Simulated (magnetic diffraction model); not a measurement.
# Moment size from magnetic intensity in La4Mn4S7O3

Space group Cm (no. 8), a = 9.1670 Å, b = 18.1440 Å, c = 6.4820 Å, β = 134.24°.

| site | atom | x | y | z |
| --- | --- | --- | --- | --- |
| 4b | La | 0.2658 | 0.6383 | 0.4970 |
| 4b | La | 0.2434 | 0.8633 | 0.4716 |
| 2a | Mn | 0.7009 | 0 | 0.9126 |
| 4b | Mn | 0.2541 | 0.7474 | 0.0033 |
| 2a | Mn | 0.2963 | 0 | 0.0104 |
| 4b | S | 0.3582 | 0.6052 | 0.1873 |
| 4b | S | 0.1308 | 0.8931 | 0.9600 |
| 4b | S | 0.9881 | 0.7200 | 0.9828 |
| 2a | S | 0.3660 | 0 | 0.7233 |
| 4b | O | 0.5176 | 0.7794 | 0.5025 |
| 2a | O | 0.6340 | 0 | 0.4918 |

The compound is invented for this exercise: a known structure type with other elements, its cell scaled to their sizes and not relaxed.

Only Mn is taken to order (form factors of Mn2+); orders and moment sizes are assumed, and not adapted to the symmetry. Radiation: neutrons of λ = 2.41 Å, 8° to 30°; isotropic B of 0.11 Å² (La), 0.14 Å² (Mn), 0.16 Å² (S) and 0.21 Å² (O). The intensities are simulated: I ∝ L Σ (|F_N|² + |F_M⊥|²) for unpolarised neutrons, with F_M = 2.695 fm/μB × Σ f(s) S exp(2πi Q·r) exp(−B s²) at Q = H ± k (one set where k and −k are equivalent), only the part normal to Q counting and L = 1/(sin²θ cos θ). For collinear order S is the moment m, which repeats by lattice and centring translations R with the sign exp(−2πi k·R). Form factors are spin-only for 3d ions and dipole or tabulated for f ions, scattering lengths are Sears's of 1992, and absorption is left out. A label names one of the reflections at its angle. The strongest nuclear line in the range is 100, and lines under 0.2 are left out.

In a first state the assumed order is k = (0 0 0), collinear moments along [010], 4.32 μB on Mn; signs + at (0.7009, 0, 0.9126), − at (0.2541, 0.7474, 0.0033), + at (0.7541, 0.7526, 0.0033), − at (0.2963, 0, 0.0104), with this pattern:

```tsv
2θ (°)	index	nuclear	magnetic
15.27	(0 2 0)	100.0	0.0
22.50	(1 1 0)	5.5	751.0
22.77	(1 1 -1)	14.2	767.1
```

**Question.** Nearer the ordering temperature the line at 22.77° has total intensity 389.1 on the same scale, and all moments have shrunk alike. How large is the Mn moment?

The nuclear part, 14.2, stays, so the magnetic part is 374.9 against 767.1. It goes as m², so m = 4.32 × √(374.9/767.1) = 3.02 μB; the value used was 3.02 μB.

[Logs are printed without paths, hosts, clocks, repeated set-up lines and the standing remarks that a program may print on its own settings, such as how far it seeks lower states.]
